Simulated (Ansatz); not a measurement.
# A hypothetical structure for CdCu2S4

Starting from a made-up structure for CdCu2S4, the aim is the relaxed cell, its shortest contacts and, where a second run follows, its electronic structure.

Method: DFT, PBE, plane-wave PAW, files of the set soft_1, scalar-relativistic, ferromagnetic start, cell and ions relaxed at zero pressure; PAW set soft_1, in the first sound run; inputs show where later runs differ, in Ansatz 0.2.0.

## (1) Starting point

It takes space group Pm (No. 6, monoclinic). Conventional cell: a = 5.521 Å, b = 3.739 Å, c = 7.017 Å, α = 90.00°, β = 111.02°, γ = 90.00°. Nearest to Cd lie 5 S at 2.41 to 2.87 Å. Cu has 5 S at 2.38 to 2.75 Å nearest. Cu has 4 S at 2.37 to 2.40 Å nearest. Nearest to S lie 3 Cu at 2.37 to 2.38 Å and 1 Cd at 2.41 Å. Nearest to S lie 1 S at 2.07 Å and 2 Cd at 2.54 Å. Nearest to S lie 1 S at 2.07 Å and 3 Cu at 2.39 to 2.75 Å. Farther neighbours and most contacts between anions are not listed.

## (2) Relaxing cell and atoms

The guessed cell has no reason to be at equilibrium. It is relaxed with the atoms, within the space group of the guess.

Input file input.yaml:

```yaml
crystal:
  lattice:
    - [5.521, 0.0, 0.0]
    - [0.0, 3.739, 0.0]
    - [-2.516954456, 0.0, 6.550055669]
  atoms:
    - { symbol: Cd, position: [0.7704, 0.5, 0.1721] }
    - { symbol: Cu, position: [0.0725, 0.0, 0.9663], spin: 0.6 }
    - { symbol: Cu, position: [0.4201, 0.5, 0.5355], spin: 0.6 }
    - { symbol: S, position: [0.7946, 0.5, 0.8366] }
    - { symbol: S, position: [0.8359, 0.0, 0.4303] }
    - { symbol: S, position: [0.2183, 0.0, 0.6301] }
    - { symbol: S, position: [0.2899, 0.5, 0.1701] }
magnetization:
  spin_polarized: true
kpoints:
  mp_grid: { grid: [5, 7, 4] }
scf:
  occupations: { method: fermi_dirac, width: 0.05 }
hamiltonian:
  xc: pbe
  pseudopotentials: { kind: paw, azcp: { folder: soft_1 } }
relax:
  f_tol: 0.015
  max_steps: 70
  cell: {}
output:
  forces: true
  stress: true
```

The run is started by

```
> ansatz run input.yaml --threads 4 --pin off --max-ram 10240MiB --backend cpu --events-out ev --progress --plain --runs-dir out
```

Numbers of over 12 decimals in the logs are rounded to 6 here.

The log of the run:

```text
Engine: ansatz 0.2.0, x86_64-unknown-linux-gnu
Pseudopotentials: kind: paw
Pseudopotential: Cd, paw, valence charge 20, recommended cutoff 420 eV (normal), soft_1/Cd.paw.azcp
Pseudopotential: Cu, paw, valence charge 19, recommended cutoff 420 eV (normal), soft_1/Cu.paw.azcp
Pseudopotential: S, paw, valence charge 6, recommended cutoff 420 eV (normal), soft_1/S.paw.azcp
Functional definition: PBE
  parameter kappa = 0.804
  parameter beta = 0.066725
  exchange = pbe_x(kappa = kappa, mu = beta*pi^2/3)
  correlation = pbe_c(beta = beta)
Crystal: 7 atoms, lattice volume = 135.213 Å³
Basis set: ecut = 420 eV, 2657 PW (Γ), exchange–correlation on 80×50×96 points (8 copies of the dense FFT grid, shifted against one another)
Bands: 50, of which v1, the nominal top of the filled ones, is band 41 counted from 1 (40 counted from 0)
Symmetry: 2 space group operations
Space group: Pm (ITA 6), of the structure as read, at distance tolerance 5.1e-5 Å
Magnetic group: BNS 6.18 (UNI 25), of the structure as read, at distance tolerance 5.1e-5 Å
k-points: 44 of 140 (time reversal used)
Non-local potential: Cd, projectors of the file, l = 0: 3, l = 1: 2, l = 2: 2, l = 3: 1
Non-local potential: Cu, projectors of the file, l = 0: 3, l = 1: 2, l = 2: 3, l = 3: 1
Non-local potential: S, projectors of the file, l = 0: 2, l = 1: 2, l = 2: 1
PAW form: soft (Blöchl's): semilocal exchange-correlation on the pseudo side does not see the compensation charge
PAW one-centre angular grid: Cd, 590 points (default); XC on 64 Gauss nodes
PAW one-centre angular grid: Cu, 590 points (default); XC on 64 Gauss nodes
PAW one-centre angular grid: S, 110 points (default); XC on 64 Gauss nodes
Initial density: superposition of atomic densities (chi_scale 0.1, normalization cell, long waves kept (reshape's long-wave potential 0.17 eV rms))
Starting moments: Σ|m| = 1.2 μB on 2 of 7 sites
Initial wavefunctions: pseudopotential atomic-orbital guess
Functional: x = pbe(κ = 0.804, μ = 0.219515), c = pbe(β = 0.066725)
SCF iter   1: F=—  HF=-25126.962922 eV  |F-HF|=—  |Δ(HF+E_count)|=         —  Δρ=2.39e-1 (↑1.88e-1 ↓2.39e-1)  dr2=2.11e2  dr2_m=1.22e0  M=1.962 μB ∫|m|=2.061 μB  β_m=1.00  ethr=3.10e-3  ⟨swp⟩=8.4  Hψ=20481  notcnv=0  defer=8
preconditioner: auto → Kerker (q_TF=auto, 2.510 Å⁻¹)  [metal: Δε(μ)=0.004 eV  Ē_g=9.263 eV  σ=0.050 eV  W_gap=0.02  n_scr=36 (ndim 8)  ℏωp=24.3 eV  f_vac=0.019  D(μ)=10.08/eV (n_scr^D=112)]
spin=Collinear: Kerker preconditioning applied to the charge; magnetization (m = ρ↑ − ρ↓) channel mixes plain (no charge-response kernel on spin).
SCF iter   2: F=—  HF=-25123.122552 eV  |F-HF|=—  |Δ(HF+E_count)|=    3.84e0  Δρ=1.53e-1 (↑4.25e-2 ↓1.53e-1)  dr2=2.44e1  dr2_m=4.61e0  M=0.272 μB ∫|m|=0.307 μB  β_m=0.30  ethr=3.10e-3  ⟨swp⟩=4.0  Hψ=15852  notcnv=0  defer=113
SCF iter   3: F=—  HF=-25114.254441 eV  |F-HF|=—  |Δ(HF+E_count)|=    8.87e0  Δρ=6.36e-2 (↑2.58e-2 ↓6.36e-2)  dr2=3.53e0  dr2_m=1.75e0  M=0.428 μB ∫|m|=0.468 μB  β_m=0.30  ethr=3.10e-3  ⟨swp⟩=3.5  Hψ=11192  notcnv=0  defer=214
SCF iter   4: F=—  HF=-25113.947776 eV  |F-HF|=—  |Δ(HF+E_count)|=   3.07e-1  Δρ=3.18e-2 (↑3.18e-2 ↓2.73e-2)  dr2=2.58e0  dr2_m=5.60e-1  M=0.594 μB ∫|m|=0.621 μB  β_m=0.30  ethr=3.10e-3  ⟨swp⟩=2.0  Hψ=8979  notcnv=0  defer=217
SCF iter   5: F=—  HF=-25114.062338 eV  |F-HF|=—  |Δ(HF+E_count)|=   1.15e-1  Δρ=3.23e-2 (↑3.23e-2 ↓1.23e-2)  dr2=1.91e0  dr2_m=2.96e-1  M=0.576 μB ∫|m|=0.601 μB  β_m=0.30  ethr=3.10e-3  ⟨swp⟩=2.0  Hψ=6161  notcnv=0  defer=217
SCF iter   6: F=—  HF=-25114.042752 eV  |F-HF|=—  |Δ(HF+E_count)|=   1.96e-2  Δρ=3.30e-2 (↑5.54e-3 ↓3.30e-2)  dr2=8.50e-1  dr2_m=4.12e-1  M=0.332 μB ∫|m|=0.360 μB  β_m=0.30  ethr=2.33e-3  ⟨swp⟩=2.4  Hψ=6871  notcnv=0  defer=218
Mixer restart at iter 6: flushing history
spin-set hold released at iteration 6 (site moments contracting): the magnetisation degrees of freedom join the quasi-Newton model from the next iteration; the mixer history was flushed
SCF iter   7: F=—  HF=-25113.993450 eV  |F-HF|=—  |Δ(HF+E_count)|=   4.93e-2  Δρ=1.62e-2 (↑1.08e-2 ↓1.62e-2)  dr2=1.59e-1  dr2_m=1.90e-1  M=0.340 μB ∫|m|=0.364 μB  β_m=0.46  ethr=1.04e-3  ⟨swp⟩=2.0  Hψ=6025  notcnv=0  defer=216
SCF iter   8: F=—  HF=-25114.014635 eV  |F-HF|=—  |Δ(HF+E_count)|=   2.12e-2  Δρ=1.80e-2 (↑7.61e-3 ↓1.80e-2)  dr2=5.22e-1  dr2_m=8.32e-2  M=0.242 μB ∫|m|=0.264 μB  β_m=0.48  ethr=1.94e-4  ⟨swp⟩=2.0  Hψ=8790  notcnv=0  defer=217
SCF iter   9: F=—  HF=-25113.973783 eV  |F-HF|=—  |Δ(HF+E_count)|=   4.09e-2  Δρ=8.02e-3 (↑5.49e-3 ↓8.02e-3)  dr2=1.71e-1  dr2_m=1.11e-2  M=0.200 μB ∫|m|=0.217 μB  β_m=0.38  ethr=1.94e-4  ⟨swp⟩=2.1  Hψ=8809  notcnv=0  defer=217
SCF iter  10: F=—  HF=-25113.954356 eV  |F-HF|=—  |Δ(HF+E_count)|=   1.94e-2  Δρ=3.29e-3 (↑3.29e-3 ↓1.40e-3)  dr2=1.37e-2  dr2_m=5.09e-3  M=0.183 μB ∫|m|=0.199 μB  β_m=0.69  ethr=1.94e-4  ⟨swp⟩=2.0  Hψ=6328  notcnv=0  defer=217
SCF iter  11: F=—  HF=-25113.959341 eV  |F-HF|=—  |Δ(HF+E_count)|=   4.99e-3  Δρ=1.59e-3 (↑1.59e-3 ↓9.30e-4)  dr2=7.36e-3  dr2_m=2.31e-4  M=0.071 μB ∫|m|=0.079 μB  β_m=0.67  ethr=1.67e-5  ⟨swp⟩=2.0  Hψ=6794  notcnv=0  defer=217
SCF iter  12: F=—  HF=-25113.959862 eV  |F-HF|=—  |Δ(HF+E_count)|=   5.21e-4  Δρ=9.96e-4 (↑9.96e-4 ↓6.01e-4)  dr2=2.60e-3  dr2_m=1.55e-4  M=0.060 μB ∫|m|=0.066 μB  β_m=0.83  ethr=8.98e-6  ⟨swp⟩=1.0  Hψ=4183  notcnv=0  defer=217
SCF iter  13: F=—  HF=-25113.960261 eV  |F-HF|=—  |Δ(HF+E_count)|=   3.99e-4  Δρ=4.48e-4 (↑2.30e-4 ↓4.48e-4)  dr2=4.21e-4  dr2_m=7.05e-5  M=0.041 μB ∫|m|=0.045 μB  β_m=0.92  ethr=3.17e-6  ⟨swp⟩=2.0  Hψ=5226  notcnv=0  defer=217
SCF iter  14: F=—  HF=-25113.960354 eV  |F-HF|=—  |Δ(HF+E_count)|=   9.37e-5  Δρ=3.08e-4 (↑9.30e-5 ↓3.08e-4)  dr2=1.54e-4  dr2_m=2.33e-5  M=0.017 μB ∫|m|=0.020 μB  β_m=0.94  ethr=5.13e-7  ⟨swp⟩=2.0  Hψ=6640  notcnv=0  defer=217
SCF iter  15: F=—  HF=-25113.960362 eV  |F-HF|=—  |Δ(HF+E_count)|=   7.54e-6  Δρ=1.43e-4 (↑1.43e-4 ↓3.05e-5)  dr2=3.42e-5  dr2_m=6.03e-6  M=0.004 μB ∫|m|=0.007 μB  β_m=0.97  ethr=1.88e-7  ⟨swp⟩=2.0  Hψ=6731  notcnv=0  defer=217
SCF iter  16: F=—  HF=-25113.960385 eV  |F-HF|=—  |Δ(HF+E_count)|=   2.29e-5  Δρ=1.25e-4 (↑1.25e-4 ↓1.06e-4)  dr2=4.31e-5  dr2_m=1.38e-6  M=0.003 μB ∫|m|=0.004 μB  β_m=0.97  ethr=4.17e-8  ⟨swp⟩=2.0  Hψ=5536  notcnv=0  defer=217
SCF iter  17: F=—  HF=-25113.960381 eV  |F-HF|=—  |Δ(HF+E_count)|=   4.10e-6  Δρ=2.04e-5 (↑1.46e-5 ↓2.04e-5)  dr2=2.08e-6  dr2_m=5.17e-8  M=-0.000 μB ∫|m|=0.001 μB  β_m=0.99  ethr=4.17e-8  ⟨swp⟩=2.0  Hψ=5468  notcnv=0  defer=217
[...]
relax step  17: F+E_penalty+E_count = -25114.50423404 eV  Δ(F+E_penalty+E_count) = -3.172e-4 eV  max|allowed force component| = 1.144e-2 eV/Å  Δτ_max = 0.0121 Å  P = +0.001 GPa  Ω = 138.364 Å³  energy of the carried Pulay correction = +5.933e-4 eV  (9 SCF iters, dr2 threshold 2.41e-7 eV, accepted)
relax step  18: F+E_penalty+E_count = -25114.50529490 eV  Δ(F+E_penalty+E_count) = -1.061e-3 eV  max|allowed force component| = 1.234e-2 eV/Å  Δτ_max = 0.0000 Å  P = +0.020 GPa  Ω = 138.364 Å³  stress off target by 1.02e-1 GPa  SCF on the basis re-selected at this cell (its energy is not comparable with the rows above)  (13 SCF iters)
relax step  19: F+E_penalty+E_count = -25114.50545528 eV  Δ(F+E_penalty+E_count) = -1.604e-4 eV  max|allowed force component| = 5.024e-3 eV/Å  Δτ_max = 0.0048 Å  P = +0.005 GPa  Ω = 138.337 Å³  energy of the carried Pulay correction = +7.194e-6 eV  (9 SCF iters, dr2 threshold 2.58e-8 eV, accepted)
iter 1 solved again at ethr=1.51e-6 eV; its pass at ethr=3.10e-3 eV (dr2=1.24e-3 eV) is discarded
SCF iter   1: F=—  HF=-25114.505202 eV  |F-HF|=—  |Δ(HF+E_count)|=         —  Δρ=4.96e-5 (↑4.96e-5 ↓4.96e-5)  dr2=3.48e-7  dr2_m=2.67e-13  M=0.000 μB ∫|m|=0.000 μB  β_m=0.30  ethr=1.51e-6  ⟨swp⟩=3.2  Hψ=30848  notcnv=0
eigensolver tolerance schedule: the retry pair's looser diagonalisation over-reported the residual by 3555.89 of it (diagonalisation noise at an unbounded share of the residual, at the tolerance the schedule requests for it); recorded, not acted on — ethr = c·dr2/N_el stays at c = 1.0e-1
preconditioner: auto → Kerker (q_TF=auto, 2.501 Å⁻¹)  [metal: Δε(μ)=0.042 eV  Ē_g=9.566 eV  σ=0.050 eV  W_gap=0.21  n_scr=32 (ndim 8)  ℏωp=24.0 eV  f_vac=0.039  D(μ)=2.92/eV (n_scr^D=12)]
spin=Collinear: Kerker preconditioning applied to the charge; magnetization (m = ρ↑ − ρ↓) channel mixes plain (no charge-response kernel on spin).
SCF iter   2: F=—  HF=-25114.505322 eV  |F-HF|=—  |Δ(HF+E_count)|=   1.20e-4  Δρ=3.49e-5 (↑3.49e-5 ↓3.49e-5)  dr2=1.53e-7  dr2_m=1.48e-13  M=0.000 μB ∫|m|=0.000 μB  β_m=0.52  ethr=4.25e-10  ⟨swp⟩=4.0  Hψ=11124  notcnv=0
SCF iter   3: F=—  HF=-25114.505428 eV  |F-HF|=—  |Δ(HF+E_count)|=   1.06e-4  Δρ=1.63e-5 (↑1.63e-5 ↓1.63e-5)  dr2=9.26e-8  dr2_m=3.49e-14  M=0.000 μB ∫|m|=0.000 μB  β_m=0.62  ethr=1.86e-10  ⟨swp⟩=2.0  Hψ=6110  notcnv=0
SCF iter   4: F=—  HF=-25114.505454 eV  |F-HF|=—  |Δ(HF+E_count)|=   2.64e-5  Δρ=6.85e-6 (↑6.85e-6 ↓6.85e-6)  dr2=1.58e-7  dr2_m=3.39e-15  M=0.000 μB ∫|m|=0.000 μB  β_m=0.46  ethr=1.13e-10  ⟨swp⟩=2.0  Hψ=7843  notcnv=0
SCF iter   5: F=—  HF=-25114.505455 eV  |F-HF|=—  |Δ(HF+E_count)|=   8.63e-7  Δρ=2.24e-6 (↑2.24e-6 ↓2.24e-6)  dr2=1.61e-8  dr2_m=1.39e-15  M=0.000 μB ∫|m|=0.000 μB  β_m=0.36  ethr=1.13e-10  ⟨swp⟩=2.0  Hψ=4870  notcnv=0
SCF iter   6: F=—  HF=-25114.505455 eV  |F-HF|=—  |Δ(HF+E_count)|=   1.15e-7  Δρ=5.65e-7 (↑5.64e-7 ↓5.65e-7)  dr2=1.85e-9  dr2_m=9.71e-16  M=0.000 μB ∫|m|=0.000 μB  β_m=0.68  ethr=1.96e-11  ⟨swp⟩=2.0  Hψ=5082  notcnv=0
SCF iter   7: F=—  HF=-25114.505454 eV  |F-HF|=—  |Δ(HF+E_count)|=   5.78e-7  Δρ=1.42e-7 (↑1.41e-7 ↓1.42e-7)  dr2=2.74e-10  dr2_m=1.20e-16  M=0.000 μB ∫|m|=0.000 μB  β_m=0.72  ethr=2.25e-12  ⟨swp⟩=2.0  Hψ=6954  notcnv=0
SCF iter   8: F=—  HF=-25114.505454 eV  |F-HF|=—  |Δ(HF+E_count)|=  7.64e-11  Δρ=1.60e-7 (↑1.60e-7 ↓1.59e-7)  dr2=2.29e-10  dr2_m=5.45e-17  M=-0.000 μB ∫|m|=0.000 μB  β_m=0.86  ethr=1.00e-12  ⟨swp⟩=2.5  Hψ=5983  notcnv=0
SCF iter   9: F=—  HF=-25114.505454 eV  |F-HF|=—  |Δ(HF+E_count)|=  3.64e-12  Δρ=1.25e-7 (↑1.25e-7 ↓1.25e-7)  dr2=1.11e-10  dr2_m=3.89e-17  M=-0.000 μB ∫|m|=0.000 μB  β_m=0.81  ethr=1.00e-12  ⟨swp⟩=1.0  Hψ=4400  notcnv=0
SCF iter  10: F=-25114.505454 eV  HF=-25114.505454 eV  |F-HF|=7.28e-12  |Δ(HF+E_count)|=  3.64e-11  Δρ=5.10e-8 (↑5.10e-8 ↓5.10e-8)  dr2=1.22e-11  dr2_m=8.12e-18  M=-0.000 μB ∫|m|=0.000 μB  ethr=1.00e-12  ⟨swp⟩=4.3  Hψ=13491  notcnv=0
the starting moments were not kept: the SCF closed with an absolute magnetisation of 3.4e-9 μB, where they sum to 1.2 μB in size (2 sites). That is at most 0.1 of that sum. Measured as dr2_m measures the in/out step, that magnetisation stands 8.3e-19 eV from none, at or under the dr2_threshold of 7.0e-11 eV: it is no larger than a step whose dr2_m would equal this threshold.
SCF 20 converged in 10 iterations: F = -25114.505454 eV  dr2 = 1.22e-11
relax step  20: F+E_penalty+E_count = -25114.50545443 eV  Δ(F+E_penalty+E_count) = +8.522e-7 eV  max|allowed force component| = 5.024e-3 eV/Å  Δτ_max = 0.0000 Å  P = +0.005 GPa  Ω = 138.337 Å³  stress off target by 6.50e-3 GPa  SCF on the basis re-selected at this cell (its energy is not comparable with the rows above)  (10 SCF iters)
basis re-selected at this cell: Δ(F+E_penalty+E_count) = +8.522e-7 eV, ΔP = -0.000 GPa vs the last step (what re-selecting the basis moved, of the pressure what is left beyond the Pulay correction that the steps carried, after the strain that the cell walked since its last selection, with what the two solves' SCF thresholds leave and, on support functions, any second-order correction that the steps lacked; it is no m [...]
SCF converged after 10 iterations
Magnetization: -0.0000 μB (41.0000 up, 41.0000 down)
Absolute magnetization: 0.0000 μB (∫|ρ↑−ρ↓|, with the PAW one-centre terms)
Spin contamination: 0.0000 ħ² per cell (⟨S²⟩ above its minimum at these occupations)
Per-site moments (μB) at R_I (Å): [(2.5629772730347417e-12, 1.043664), (1.5314091089149188e-10, 0.959003), (-1.326813538755948e-10, 0.917584), (-9.966958666176402e-12, 0.947784), (1.0624248589629151e-10, 0.854474), (-1.205458502774886e-10, 0.854474), (-2.6825436016869096e-11, 0.917584)]
Free energy (F): -25114.505454 eV
Harris-Foulkes:  -25114.505454 eV  (|F-HF|=7.28e-12)
Internal energy: -25114.481398 eV  (E = F + TS)
E sigma→0 (E₀):  -25114.493426 eV
Entropy (-TS):   -0.024057 eV (-3.437 meV/atom)
Fermi energy:    7.989568 eV
--- Per-component energies (eV) ---
  E_band       = -1524.162871
  E_kinetic    = 1379.578880
  E_local      = -16834.730787  (includes V_loc(G=0)·N_el)
  E_nonlocal   = 2039.099653
  E_hartree    = 7333.440781
  E_xc         = -646.933687
  E_vxc        = -700.771076  (∫ρ·V_xc dr)
  E_paw        = -10161.256935  (= ΣΔE_a)
  E_vpaw       = -2074.223465  (= ΣTr[D̂ρ^β])
  E_aug_tail   = 0.002235  (compensation charges beyond the density's cutoff)
  E_ewald      = -8223.681537
  E_smearing   = -0.024057  (= −TS)
  E_closure    = -0.000000  (closes the sum)
  Σ components = -25114.505454   (vs F -25114.505454, Δ=0.00e0)
--- Forces (eV/Å), atoms counted from 1 ---
  atom   1  Cd    -0.00036802    -0.00000000    -0.00400075
  atom   2  Cu     0.00053680     0.00000000     0.00070898
  atom   3  Cu    -0.00123890    -0.00000000    -0.00342338
  atom   4  S      0.00107409     0.00000000     0.00092966
  atom   5  S      0.00124064     0.00000000     0.00502434
  atom   6  S     -0.00163116    -0.00000000     0.00002736
  atom   7  S      0.00038697    -0.00000000     0.00073400
  max |Σ_I F_I| component: 4.26e-7 eV/Å
--- Stress (GPa, compression-positive) ---
        0.004404      -0.000000      -0.000098
       -0.000000       0.004245       0.000000
       -0.000098       0.000000       0.006494
  P = ⅓ Tr σ = 0.0050 GPa (0.050 kbar)
--- Relaxed structure (17 steps of the walk, 16 accepted, 3 SCFs on fresh bases) ---
  F+E_penalty+E_count = -25114.50545443 eV   max|allowed force component| = 5.024e-3 eV/Å   (the final SCF, on the basis selected at the relaxed cell)
  cell:  # Å, volume = 138.3370 Å³
    - [7.046271, 0.0, -0.553653]
    - [0.0, 3.568880, 0.0]
    - [-3.869154, 0.0, 5.805084]
  atoms:
    - { symbol: Cd, position: [0.679725, 0.5, 0.153229] }
    - { symbol: Cu, position: [0.035627, 0.0, 0.960357] }
    - { symbol: Cu, position: [0.391045, 0.5, 0.502085] }
    - { symbol: S, position: [0.777961, 0.5, 0.860618] }
    - { symbol: S, position: [0.932882, 0.0, 0.508654] }
    - { symbol: S, position: [0.280814, 0.0, 0.619868] }
    - { symbol: S, position: [0.303646, 0.5, 0.136190] }
```

Elapsed: 3.4 min, on 4 threads of INTEL XEON PLATINUM 8581C at 2.10GHz (Emerald Rapids), shared host; peak memory 0.78 GiB; 13 min of CPU time.

Step by step:

| step | energy less that of the first step (eV) | largest force component (eV/Å) | pressure (GPa) | volume (Å³) |
| --- | --- | --- | --- | --- |
| 1 | 0.0000 | 1.0481 | 0.11 | 135.21 |
| 2 | -0.1387 | 0.2433 | -0.93 | 135.51 |
| 3 | -0.2342 | 0.2903 | -0.77 | 136.35 |
| 4 | -0.3294 | 0.3811 | -0.44 | 137.56 |
| 5 | -0.3719 | 0.3217 | -0.16 | 139.79 |
| 6 | -0.3921 | 0.1846 | 0.19 | 139.63 |
| 7 | -0.4039 | 0.1161 | 0.07 | 140.02 |
| 8 | -0.4057 | 0.0377 | -0.03 | 140.05 |
| 9 | -0.4058 | 0.0246 | 0.04 | 139.94 |
| 10 | -0.4060 | 0.0024 | 0.00 | 140.01 |
| 11* | -0.4449 | 0.0043 | 0.46 | 140.01 |
| 12 | -0.4913 | 0.0837 | 0.32 | 139.69 |
| 13 | -0.5307 | 0.3106 | -0.27 | 139.76 |
| 14 | -0.5404 | 0.1336 | 0.13 | 137.54 |
| 15 | -0.3378 | 0.7585 | -0.34 | 143.24 |
| 16 | -0.5435 | 0.0621 | -0.04 | 138.37 |
| 17 | -0.5439 | 0.0114 | 0.00 | 138.36 |
| 18* | -0.5449 | 0.0123 | 0.02 | 138.36 |
| 19 | -0.5451 | 0.0050 | 0.01 | 138.34 |
| 20* | -0.5451 | 0.0050 | 0.01 | 138.34 |

Relaxation steps marked * repeat the geometry before them on a plane-wave basis chosen anew for their cell, so energy and pressure can jump there. Relaxation step 15 was tried and not accepted.

Forces are held to the 2 operations that the run works with; a distortion that breaks them can't arise in this run.

| cell as run | before | after | change |
| --- | --- | --- | --- |
| a (Å) | 5.521 | 7.068 | +28.0 % |
| b (Å) | 3.739 | 3.569 | -4.5 % |
| c (Å) | 7.017 | 6.976 | -0.6 % |
| β (°) | 111.02 | 128.18 | +15.5 % |
| volume (Å³/atom) | 19.32 | 19.76 | +2.3 % |

The atoms that moved most (Å, as changes of fractional coordinates times the final cell):

| atom | dx | dy | dz | length |
| --- | --- | --- | --- | --- |
| Cd1 | -0.566 | 0.000 | -0.059 | 0.569 |
| S5 | 0.380 | 0.000 | 0.401 | 0.553 |
| S6 | 0.480 | 0.000 | -0.094 | 0.489 |
| S7 | 0.228 | 0.000 | -0.204 | 0.306 |
| S4 | -0.210 | 0.000 | 0.149 | 0.257 |
| Cu2 | -0.237 | 0.000 | -0.014 | 0.237 |
| Cu3 | -0.075 | 0.000 | -0.178 | 0.193 |

The relaxed structure:

```cif
data_structure
_symmetry_space_group_name_H-M 'P 1'
_symmetry_Int_Tables_number 1
_cell_length_a 7.0680
_cell_length_b 3.5689
_cell_length_c 6.9763
_cell_angle_alpha 90.000
_cell_angle_beta 128.177
_cell_angle_gamma 90.000
_cell_volume 138.34
loop_
_atom_site_label
_atom_site_type_symbol
_atom_site_fract_x
_atom_site_fract_y
_atom_site_fract_z
_atom_site_occupancy
Cd1 Cd 0.67972 0.50000 0.15323 1
Cu2 Cu 0.03563 0.00000 0.96036 1
Cu3 Cu 0.39105 0.50000 0.50208 1
S4 S 0.77796 0.50000 0.86062 1
S5 S 0.93288 0.00000 0.50865 1
S6 S 0.28081 0.00000 0.61987 1
S7 S 0.30365 0.50000 0.13619 1
```

This step gave:

| Item | Value |
| --- | --- |
| free energy | -25114.5055 eV |
| energy at zero smearing | -25114.4934 eV |
| smearing term TS | 0.02406 eV |
| Fermi energy | 7.990 eV |
| electrons | 82 |
| symmetry operations | 2 |
| pressure | 0.005048 GPa |

The shortest distance of each pair, which need not be the same contact before and after:

| pair | guess (Å) | relaxed (Å) |
| --- | --- | --- |
| S–S | 2.074 | 2.071 |
| Cu–S | 2.368 | 2.224 |
| Cd–S | 2.405 | 2.530 |
| Cu–Cu | 3.739 | 3.470 |
| Cd–Cd | 3.739 | 3.569 |

The relaxation ends with a largest force component of 0.0050 eV/Å and a pressure of 0.01 GPa. The starting moments have collapsed: the run ends non-magnetic.

(Part 1 of 2 ends here.)

[Logs are printed without paths, hosts, clocks, repeated set-up lines and the standing remarks that a program may print on its own settings, such as how far it seeks lower states.]

[Hosts, paths, dates, database ids (printed as entryN), source tags and the programs' standing remarks are cut or masked in the printed files.]
